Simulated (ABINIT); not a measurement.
## SnSe2 (P-3m1): G0W0 with ABINIT, start to end

Wanted: ground state, empty states, screening and self-energy for SnSe2 (P-3m1).

Program: ABINIT 10.8.3. Level of theory: PBE and many-body steps on it, plane waves. Results are calculated unless marked as measured.

**The experiments to reproduce.**

- Gap 1.21 ± 0.04 eV: quasiparticle gap from STS band edges on large flat area; scanning tunneling spectroscopy, log dI/dV edge fit; 77.6 K; bulk crystal (n-type SnSe2 region of partially converted crystal) (“Lateral heterostructures formed by thermally converting n-type SnSe2 to p-type SnSe”, 2018, arxiv:1804.01202).

- Gap 1 eV: indirect gap from optical absorption (approximate); optical absorption; bulk crystal (quoted in “Lateral heterostructures formed by thermally converting n-type SnSe2 to p-type SnSe”, 2018, arxiv:1804.01202).

- Gap 1.207 eV: direct band-edge excitonic transition; piezoreflectance; 300 K; bulk crystal (CVT-grown single crystal) (“Temperature Dependent Excitonic Transition Energy and Enhanced Electron-Phonon Coupling in Layered Ternary SnS2-xSex Semiconductors with Fully Tunable Stoichiometry”, 2021, pmc:8069899).

## Step 1: The starting structure

The structure is trigonal, space group P-3m1 (No. 164). Conventional cell: a = 3.811 Å, b = 3.811 Å, c = 6.136 Å, α = 90.00°, β = 90.00°, γ = 120.00°. Nearest to Sn lie 6 Se at 2.68 Å. Nearest to Se lie 3 Sn at 2.68 Å. Farther neighbours and most contacts between anions are not listed.

Structure file:

```cif
data_structure
_symmetry_space_group_name_H-M 'P-3m1'
_symmetry_Int_Tables_number 164
_cell_length_a 3.8110
_cell_length_b 3.8110
_cell_length_c 6.1360
_cell_angle_alpha 90.000
_cell_angle_beta 90.000
_cell_angle_gamma 120.000
_cell_volume 77.18
loop_
_atom_site_label
_atom_site_type_symbol
_atom_site_symmetry_multiplicity
_atom_site_Wyckoff_symbol
_atom_site_fract_x
_atom_site_fract_y
_atom_site_fract_z
_atom_site_occupancy
Sn1 Sn 1 a 0.00000 0.00000 0.00000 1
Se1 Se 2 d 0.33333 0.66667 0.24900 1
```

The cell and positions come from the Crystallography Open Database and are kept as given unless a step says otherwise.

## Step 2: Ground state

This step: ABINIT 10.8.3; DFT, PBE, plane waves, norm-conserving pseudopotentials.

The ground-state density comes first.

Input file run.abi:

```
acell 3*1.0 Angstrom
rprim 
  3.810999999987 0.000000000003 0.000000000000
  -1.905499999996 3.300422813810 0.000000000000
  0.000000000000 0.000000000000 6.136000000000
ntypat 2
znucl 50 34
natom 3
typat 1 2 2
xred 
  0.000000000000 0.000000000000 0.000000000000
  0.333333333333 0.666666666667 0.249000000000
  0.666666666667 0.333333333333 0.751000000000
pp_dirpath "pseudos"
pseudos "Sn.upf, Se.upf"
ecut 48
ngkpt 6 6 4
nshiftk 1
shiftk 0 0 0
kptopt 1
chksymbreak 0
nband 40
occopt 1
tolvrs 1e-08
nstep 60
prtwf 0
indata_prefix "in"
outdata_prefix "out"
tmpdata_prefix "tmp"
```

Started as:

```bash
$ OMP_NUM_THREADS=1 mpirun -n 4 abinit run.abi > log
```

Numbers of over 12 decimals in the logs are rounded to 6 here.

What it wrote:

```text
.Version 10.8.3 of ABINIT. v10.8.2 released Aug 2026.

 Symmetries : space group P-3 m 1 (#164); Bravais hP (primitive hexag.)
================================================================================
 Values of the parameters that define the memory need of the present run
     intxc =       0    ionmov =       0      iscf =       7    lmnmax =       6
     lnmax =       6     mgfft =      75  mpssoang =       3    mqgrid =    3617
     natom =       3  nloc_mem =       1    nspden =       1   nspinor =       1
    nsppol =       1      nsym =      12    n1xccc =    2501    ntypat =       2
    occopt =       1   xclevel =       2
-    mband =          40        mffmem =           1         mkmem =           6
       mpw =        8310          nfft =      172800          nkpt =          24
================================================================================
  Rough estimation (10% accuracy) of disk space for files :
================================================================================

--------------------------------------------------------------------------------
------------- Echo of variables that govern the present computation ------------
--------------------------------------------------------------------------------
 -outvars: echo values of preprocessed input variables --------
            acell      1.8897261259E+00  1.8897261259E+00  1.8897261259E+00 Bohr

      chksymbreak           0
             ecut      4.80000000E+01 Hartree
-          fftalg         312

              ixc     -101130
              kpt      0.00000000E+00  0.00000000E+00  0.00000000E+00
                       1.66666667E-01  0.00000000E+00  0.00000000E+00
                       3.33333333E-01  0.00000000E+00  0.00000000E+00
                       5.00000000E-01  0.00000000E+00  0.00000000E+00
                       1.66666667E-01  1.66666667E-01  0.00000000E+00
                       3.33333333E-01  1.66666667E-01  0.00000000E+00
                       3.33333333E-01  3.33333333E-01  0.00000000E+00
                       0.00000000E+00  0.00000000E+00  2.50000000E-01
                       1.66666667E-01  0.00000000E+00  2.50000000E-01
   [... 13 further rows ...]
                       3.33333333E-01  1.66666667E-01  5.00000000E-01
                       3.33333333E-01  3.33333333E-01  5.00000000E-01
         kptrlatt        6    0    0      0    6    0      0    0    4
          kptrlen      4.32104776E+01
P           mkmem           6
            natom           3
            nband          40
            ngfft          48      48      75
             nkpt          24
            nstep          60
             nsym          12
           ntypat           2
              occ      2.000000  2.000000  2.000000  2.000000  2.000000  2.000000
                       2.000000  2.000000  2.000000  2.000000  2.000000  2.000000
                       2.000000  2.000000  2.000000  2.000000  2.000000  2.000000
                       2.000000  2.000000  2.000000  2.000000  2.000000  2.000000
                       2.000000  2.000000  2.000000  2.000000  2.000000  2.000000
                       2.000000  2.000000  2.000000  2.000000  2.000000  0.000000
                       0.000000  0.000000  0.000000  0.000000
            prtwf           0
            rprim      3.8110000000E+00  3.0000000000E-12  0.0000000000E+00
[...]
spgroup         164

           tolvrs      1.00000000E-08

             xred      0.0000000000E+00  0.0000000000E+00  0.0000000000E+00
[...]
znucl       50.00000   34.00000

================================================================================

 chkinp: Checking input parameters for consistency.

================================================================================
== DATASET  1 ==================================================================
-   mpi_nproc: 4, omp_nthreads: 1 (-1 if OMP is not activated)

--- !DatasetInfo
iteration_state: {dtset: 1, }
dimensions: {natom: 3, nkpt: 24, mband: 40, nsppol: 1, nspinor: 1, nspden: 1, mpw: 8310, }
cutoff_energies: {ecut:  48.0, pawecutdg:  -1.0, }
electrons: {nelect:   7.00000000E+01, charge:   0.00000000E+00, occopt:   1.00000000E+00, tsmear:   1.00000000E-02, }

 Real(R)+Recip(G) space primitive vectors, cartesian coordinates (Bohr,Bohr^-1):
 R(1)=  7.2017463  0.0000000  0.0000000  G(1)=  0.1388552  0.0801681  0.0000000
 R(2)= -3.6008731  6.2368952  0.0000000  G(2)=  0.0000000  0.1603362  0.0000000
 R(3)=  0.0000000  0.0000000 11.5953595  G(3)=  0.0000000  0.0000000  0.0862414
 Unit cell volume ucvol=  5.2082339E+02 bohr^3
 Angles (23,13,12)=  9.00000000E+01  9.00000000E+01  1.20000000E+02 degrees

 getcut: wavevector=  0.0000  0.0000  0.0000  ngfft=  48  48  75
         ecut(hartree)=     48.000   => boxcut(ratio)=   2.04626

--- Pseudopotential description ------------------------------------------------
- Sn Generated using ONCVPSP code by D. R. Hamann
- 50.00000  22.00000  171031                  znucl, zion, pspdat
12 -101130 2 -1 1628                          pspcod,pspxc,lmax,lloc,mmax
     nproj     2     2     2
  pspatm : epsatm=   27.31087254
         --- l  ekb(1:nproj) -->
[...]
pspatm: atomic psp has been read  and splines computed

[...]
--- !BeginCycle
iteration_state: {dtset: 1, }
solver: {iscf: 7, nstep: 60, nline: 4, wfoptalg: 0, }
tolerances: {tolvrs: 1.00E-08, }

     iter   Etot(hartree)      deltaE(h)  residm     vres2
 ETOT  1  -894.16323327138    -8.942E+02 1.191E+00 2.258E+02
 ETOT  2  -898.11411757450    -3.951E+00 2.113E-02 1.369E+02
 ETOT  3  -898.12522907450    -1.111E-02 1.248E-02 3.899E+01
 ETOT  4  -898.12694945592    -1.720E-03 2.601E-02 1.056E+01
 ETOT  5  -898.12801655194    -1.067E-03 7.958E-04 6.610E-01
 ETOT  6  -898.12806439653    -4.784E-05 5.887E-05 1.458E-02
 ETOT  7  -898.12806559767    -1.201E-06 1.000E-04 4.229E-04
 ETOT  8  -898.12806563533    -3.766E-08 3.236E-05 7.305E-05
 ETOT  9  -898.12806564093    -5.602E-09 6.002E-05 1.368E-06
 ETOT 10  -898.12806564113    -1.908E-10 1.932E-05 4.205E-08
 ETOT 11  -898.12806564108     4.479E-11 3.580E-05 3.842E-09

 At SCF step   11       vres2   =  3.84E-09 < tolvrs=  1.00E-08 =>converged.

 Cartesian components of stress tensor (hartree/bohr^3)
  sigma(1 1)= -1.26730141E-04  sigma(3 2)=  0.00000000E+00
  sigma(2 2)= -1.26730141E-04  sigma(3 1)=  0.00000000E+00
  sigma(3 3)= -1.72331815E-04  sigma(2 1)=  0.00000000E+00

--- !ResultsGS
iteration_state: {dtset: 1, }
comment   : Summary of ground state results
lattice_vectors:
- [  7.2017463,   0.0000000,   0.0000000, ]
- [ -3.6008731,   6.2368952,   0.0000000, ]
- [  0.0000000,   0.0000000,  11.5953595, ]
lattice_lengths: [   7.20175,    7.20175,   11.59536, ]
lattice_angles: [ 90.000,  90.000, 120.000, ] # degrees, (23, 13, 12)
lattice_volume:   5.2082339E+02
convergence: {deltae:  4.479E-11, res2:  3.842E-09, residm:  3.580E-05, diffor: null, }
etotal    :  -8.98128066E+02
entropy   :   0.00000000E+00
fermie    :   2.07145495E-01
cartesian_stress_tensor: # hartree/bohr^3
- [ -1.26730141E-04,   0.00000000E+00,   0.00000000E+00, ]
- [  0.00000000E+00,  -1.26730141E-04,   0.00000000E+00, ]
- [  0.00000000E+00,   0.00000000E+00,  -1.72331815E-04, ]
pressure_GPa:   4.1757E+00
xred      :
- [  0.0000E+00,   0.0000E+00,   0.0000E+00, Sn]
- [  3.3333E-01,   6.6667E-01,   2.4900E-01, Se]
- [  6.6667E-01,   3.3333E-01,   7.5100E-01, Se]
cartesian_forces: # hartree/bohr
- [  1.48484686E-36,  -1.88625046E-24,  -5.78241159E-19, ]
- [ -5.19696401E-36,   6.60187662E-24,   1.54512306E-02, ]
- [  3.71211715E-36,  -4.71562616E-24,  -1.54512306E-02, ]
force_length_stats: {min:   5.78241159E-19, max:   1.54512306E-02, mean:   1.03008204E-02, }

 Integrated electronic density in atomic spheres:
 ------------------------------------------------
 Atom  Sphere_radius  Integrated_density
[...]
2        2.00000         21.25035261
    3        2.00000         21.25035261
================================================================================

 ----iterations are completed or convergence reached----

 Mean square residual over all n,k,spin=   44.019E-09; max=  35.801E-06
 reduced coordinates (array xred) for    3 atoms
       0.000000000000      0.000000000000      0.000000000000
       0.333333333333      0.666666666667      0.249000000000
       0.666666666667      0.333333333333      0.751000000000
 rms dE/dt=  8.4458E-02; max dE/dt=  1.7916E-01; dE/dt below (all hartree)
    1       0.000000000000      0.000000000000      0.000000000000
    2       0.000000000000     -0.000000000000     -0.179162573398
    3       0.000000000000      0.000000000000      0.179162573398

 cartesian coordinates (angstrom) at end:
    1      0.000000     0.000000     0.000000
    2     -1.67e-12     2.200282     1.527864
    3      1.905500     1.100141     4.608136

 cartesian forces (hartree/bohr) at end:
    1      0.000000    -0.000000    -0.000000
    2     -0.000000     0.000000     0.015451
    3      0.000000    -0.000000    -0.015451
 frms,max,avg= 7.2837799E-03 1.5451231E-02   0.000E+00  0.000E+00  0.000E+00 h/b

 cartesian forces (eV/Angstrom) at end:
    1      0.000000    -0.000000    -0.000000
    2     -0.000000     0.000000     0.794534
    3      0.000000    -0.000000    -0.794534
 frms,max,avg= 3.7454702E-01 7.9453422E-01   0.000E+00  0.000E+00  0.000E+00 e/A
 length scales=  1.889726125908  1.889726125908  1.889726125908 bohr
              =  1.000000000000  1.000000000000  1.000000000000 angstroms
 prteigrs : about to open file out_EIG
 Fermi (or HOMO) energy (hartree) =   0.20715   Average Vxc (hartree)=  -0.36803
 Eigenvalues (hartree) for nkpt=  24  k points:
 kpt#   1, nband= 40, wtk=  0.00694, kpt=  0.0000  0.0000  0.0000 (reduced coord)
  -7.40558   -7.40558   -5.18192   -5.18192   -5.18192   -5.18192   -5.18019   -5.18018
  -4.54362   -2.91858   -2.91858   -2.91848   -1.51382   -1.51382   -1.51381   -1.51381
  -1.51224   -1.51224   -1.51222   -1.51222   -1.51167   -1.51167   -0.57512   -0.57512
  -0.57379   -0.57323   -0.57323   -0.30713   -0.24185   -0.01565    0.18187    0.18187
   0.19291    0.19291    0.20715    0.24756    0.31615    0.37814    0.37814    0.50655
 prteigrs : prtvol=0 or 1, do not print more k-points.

--- !EnergyTerms
iteration_state     : {dtset: 1, }
comment             : Components of total free energy in Hartree
kinetic             :  3.69681863524365E+02
hartree             :  3.69199359582189E+02
xc                  : -8.47663695483911E+01
Ewald energy        : -3.93006523174324E+02
psp_core            :  1.04957867612685E+01
local_psp           : -9.90501337790154E+02
non_local_psp       : -1.79230844996033E+02
total_energy        : -8.98128065641081E+02
total_energy_eV     : -2.44393096925152E+04
band_energy         : -1.54133043762427E+02

 Cartesian components of stress tensor (hartree/bohr^3)
  sigma(1 1)= -1.26730141E-04  sigma(3 2)=  0.00000000E+00
  sigma(2 2)= -1.26730141E-04  sigma(3 1)=  0.00000000E+00
  sigma(3 3)= -1.72331815E-04  sigma(2 1)=  0.00000000E+00

-Cartesian components of stress tensor (GPa)         [Pressure=  4.1757E+00 GPa]
- sigma(1 1)= -3.72852946E+00  sigma(3 2)=  0.00000000E+00
- sigma(2 2)= -3.72852946E+00  sigma(3 1)=  0.00000000E+00
- sigma(3 3)= -5.07017706E+00  sigma(2 1)=  0.00000000E+00

== END DATASET(S) ==============================================================
================================================================================

 -outvars: echo values of variables after computation  --------
           etotal     -8.9812806564E+02
            nband          40
             nkpt          24
          spgroup         164
 [... the other variables as echoed above ...]

 Calculation completed.
```

Wall time 88 s (4 MPI ranks of Arm Neoverse V1, shared host); peak memory 0.49 GiB.

This step gave:

| Item | Value |
| --- | --- |
| total energy | -24439.3097 eV |
| gap | 0.8191 eV |
| k of the valence top | 0, 0, 0 |
| k of the conduction bottom | 0.5, 0, 0.25 |
| least direct gap | 1.100 eV |
| pressure | 4.176 GPa |

The gap is indirect, with the least direct gap 0.28 eV higher.

The cutoff was set for levels, not for stress, so the pressure can be off by some GPa.

[end of part 1 of 3]

[Paths, hosts, dates, memory and timing lines, banners, echoed tables and standing remarks are left out of the program output.]

[Logs are printed without paths, hosts, clocks, repeated set-up lines and the standing remarks that a program may print on its own settings, such as how far it seeks lower states.]

[Runs of the session that timed out or met a known fault of the program may be left out.]

[Hosts, paths, dates, database ids (printed as entryN), source tags and the programs' standing remarks are cut or masked in the printed files.]

[G0W0 gaps are taken among the corrected bands and points alone; a level outside them can change the order at an edge.]

[Where Ansatz stands beside ABINIT at settings called matched, ABINIT's density can come from a denser mesh and the files from another edition; pairs whose starting gaps differed by over 0.03 eV were left out, so agreement reads better than it is.]
